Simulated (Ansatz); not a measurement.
# BaTiO3 (Pm-3m): converging the G0W0 gap, part 2 of 2

Wanted: a G0W0 gap for BaTiO3 (Pm-3m) that is converged in bands and cutoff, or an estimate of the limit.

Ansatz 0.2.0; G0W0 on LDA, plane waves, PAW. Known limits of the many-body steps: not at the basis limit; no spin-orbit coupling; coarse k mesh.

So far. Step 4 (509 empty bands, screening to 230 eV): Against the run with 4×4×4 mesh, 236 empty bands, screening to 138 eV, the gap moves by +0.06 eV.

### Step 5. Changing the frequency model: 4×4×4 mesh, 509 empty bands, screening to 230 eV, plasmon pole

A plasmon pole stands in for the full frequency dependence of the screening; this run shows what that costs in accuracy.

input.yaml

```yaml
crystal:
  lattice:
    - [4.006, 0.0, 0.0]
    - [0.0, 4.006, 0.0]
    - [0.0, 0.0, 4.006]
  atoms:
    - { symbol: Ba, position: [0.5, 0.5, 0.5] }
    - { symbol: Ti, position: [0.0, 0.0, 0.0] }
    - { symbol: O, position: [0.5, 0.0, 0.0] }
    - { symbol: O, position: [0.0, 0.5, 0.0] }
    - { symbol: O, position: [0.0, 0.0, 0.5] }
kpoints:
  mp_grid: { grid: [4, 4, 4] }
hamiltonian:
  xc: lda
scf:
  occupations: { method: fixed }
gw:
  n_empty_bands: 509
  ecut_chi: 230.0
  qp_bands: [v2, c2]
  qp_kpoints: band_edges
  screening: { model: godby_needs }
```

Command:

```sh
$ ansatz run input.yaml --threads 3 --pin off --max-ram 92160MiB --backend cuda --events-out ev --progress --plain --runs-dir out --devices 1 --max-vram 13GiB  # rebuilt from the run's record
```

Numbers of over 12 decimals in the logs are rounded to 6 here.

The log of the run:

```text
GPUs: using 1 of 1 available (devices: 1).
[...]
GPU FFT provider: cuFFT
GPU libraries: cuBLAS 13.8.2, cuFFT 12.4.0, cuSOLVER 12.3.4
Crystal: 5 atoms, lattice volume = 64.288 Å³
Basis set: ecut = 420 eV, 1237 PW (Γ)
Bands: 25, of which v1, the nominal top of the filled ones, is band 20 counted from 1 (19 counted from 0)
Symmetry: 48 space group operations
[...]
k-points: 10 of 64
[...]
1    22     12.5688   -14.1721    -6.5591   -22.0623  0.7571    13.9076    13.9000  root
[...]
9    19      9.8885   -25.7560     4.6310   -20.8926  0.7496     9.6558     9.6561  root
     9    20      9.8885   -25.7560     4.6310   -20.8926  0.7496     9.6558     9.6561  root
     9    21     14.0448   -14.7009    -7.7474   -23.9814  0.7161    15.4988    15.5779  root
     9    22     14.0448   -14.7009    -7.7474   -23.9814  0.7161    15.4988    15.5779  root
[key lines of the parts left out:]
SCF converged after 8 iterations
Free energy (F): -9904.374895 eV
Fermi energy:    9.888463 eV
```

Run time: 26 s. Hardware: 1 × NVIDIA H100 80GB HBM3 (shared by 6 runs) with 3 threads of AMD EPYC 7R13 (Zen 3), shared host; peak memory 2.3 GiB.

This step gave:

```yaml
bands_summed: 529
plasmon_pole_fit_frequency: 29.29 eV
rpa_eps_infinity_on_this_mesh_eigenvalues: 7.256, 7.256, 7.256
plane_waves_in_the_screening_matrix: 485
g0w0_gap_on_the_mesh: 3.250 eV
k_of_the_valence_top: -0.5, -0.5, -0.5
k_of_the_conduction_bottom: 0, 0, 0
starting_gap_on_the_mesh: 1.702 eV
least_direct_g0w0_gap_on_the_computed_points: 3.370 eV
```

Against the run with 4×4×4 mesh, 509 empty bands, screening to 230 eV, the gap moves by −0.03 eV.

### Step 6. Changing the files and raising the bands: 4×4×4 mesh, 754 empty bands, screening to 299 eV, hard PAW files

Other atomic data (hard PAW) test the pseudisation: the cutoff goes from 420 to 930 eV, with the same valence electrons. Bands and screening cutoff change too, so the step is no clean test of the files.

input.yaml, the sections that differ from step 5:

```yaml
hamiltonian:
  xc: lda
  pseudopotentials: { kind: paw, source: ansatz }
gw:
  n_empty_bands: 754
  ecut_chi: 299.0
  qp_bands: [v2, c2]
  qp_kpoints: band_edges
  screening: { model: contour_deformation }
# crystal, kpoints, scf: as in step 5
```

The log of the run:

```text
GPUs: using 1 of 1 available (devices: 1).
[...]
GPU FFT provider: cuFFT
GPU libraries: cuBLAS 13.8.2, cuFFT 12.4.0, cuSOLVER 12.3.4
Crystal: 5 atoms, lattice volume = 64.288 Å³
Basis set: ecut = 930 eV, 4139 PW (Γ)
Bands: 25, of which v1, the nominal top of the filled ones, is band 20 counted from 1 (19 counted from 0)
Symmetry: 48 space group operations
[...]
k-points: 10 of 64
[...]
1    22     12.5919   -14.1546    -6.9133   -22.0341  0.6985    13.5859    13.5580  root
[...]
9    19      9.9136   -25.7574     4.3158   -20.8935  0.6992     9.3576     9.3655  root
     9    20      9.9136   -25.7574     4.3158   -20.8935  0.6992     9.3576     9.3655  root
     9    21     14.0723   -14.6826    -8.3391   -23.9535  0.6465    15.0420    15.0041  root
     9    22     14.0723   -14.6826    -8.3391   -23.9535  0.6465    15.0420    15.0041  root
[key lines of the parts left out:]
SCF converged after 10 iterations
Free energy (F): -9890.304647 eV
Fermi energy:    9.913589 eV
```

The job ended after 34 s (1 × NVIDIA H100 80GB HBM3 (shared by 6 runs) with 3 threads; peak memory 2.6 GiB).

This step gave:

| Property | Result |
| --- | --- |
| bands summed | 774 |
| RPA ε∞ on this mesh (eigenvalues) | 7.257, 7.257, 7.257 |
| plane waves in the screening matrix | 739 |
| G0W0 gap on the mesh | 3.302 eV |
| k of the valence top | -0.5, -0.5, -0.5 |
| k of the conduction bottom | 0, 0, 0 |
| starting gap on the mesh | 1.697 eV |
| least direct G0W0 gap on the computed points | 3.438 eV |

Against the run with 4×4×4 mesh, 509 empty bands, screening to 230 eV, the gap moves by +0.02 eV.

### Step 7. The runs together

Times are wall times on 1 × NVIDIA H100 80GB HBM3 (shared by 6 runs) with 3 threads of AMD EPYC 7R13 (Zen 3), shared host, good to a factor of about two.

```csv
mesh,files,frequency,bands summed,cutoff (eV),start (eV),G0W0 (eV),time,host memory (GiB)
4×4×4,default PAW,contour deformation,103,69,1.702,3.238,8 s,1.0
4×4×4,default PAW,contour deformation,256,138,1.702,3.215,6.6 s,1.2
4×4×4,default PAW,contour deformation,529,230,1.702,3.279,13 s,1.6
4×4×4,default PAW,plasmon pole,529,230,1.702,3.250,26 s,2.3
4×4×4,hard PAW,contour deformation,774,299,1.697,3.302,34 s,2.6
```

How the two edges are built up, in eV (the quasiparticle level is the starting level plus Σx plus Σc less Vxc):

```csv
run,edge,start,Σx,Σc,Vxc,Z,QP
103 bands,valence top,9.89,-25.76,5.03,-20.89,0.71,10.05
103 bands,conduction bottom,11.59,-12.59,-6.30,-20.59,0.73,13.29
256 bands,valence top,9.89,-25.76,4.70,-20.89,0.71,9.72
256 bands,conduction bottom,11.59,-12.59,-6.65,-20.59,0.73,12.94
529 bands,valence top,9.89,-25.76,4.48,-20.89,0.70,9.50
529 bands,conduction bottom,11.59,-12.59,-6.80,-20.59,0.72,12.78
```

### Step 8. Summary of results

```
103 bands, 69 eV  : 3.238 eV
256 bands, 138 eV : 3.215 eV
529 bands, 230 eV : 3.279 eV
mesh and start    : 4×4×4, LDA
```

**Reading.** From 103 to 529 bands the gap moves by +0.04 eV. Σc changes by −0.55 eV at the valence top and −0.51 eV at the conduction bottom, so the levels themselves move more than the gap between them. The gap turns back along the series, so no limit is drawn from it. The plasmon-pole model gives −0.03 eV against contour deformation, 2 % of the correction, and saved no time in this program. With hard PAW files and 774 bands the gap is 3.30 eV. The 4×4×4 mesh is coarse for this cell (its supercell is 16 Å along the shortest edge). The RPA ε∞ on it, from the LDA start, is 7.26; such meshes misread the long-range screening, most where the gap is narrow. This is the ideal cubic cell; many perovskites, halides above all, are cubic only on average, and local tilts or off-centring can widen the gap. The many-body steps are scalar-relativistic: spin-orbit coupling is not in them.

[Paths, hosts, dates, memory and timing lines, banners, echoed tables and standing remarks are left out of the program output.]

[Logs are printed without paths, hosts, clocks, repeated set-up lines and the standing remarks that a program may print on its own settings, such as how far it seeks lower states.]

[Runs of the session that timed out or met a known fault of the program may be left out.]

[Cells called generated may have been cut or substituted from an entry of the Crystallography Open Database or the Materials Project.]

[Hosts, paths, dates, database ids (printed as entryN), source tags and the programs' standing remarks are cut or masked in the printed files.]
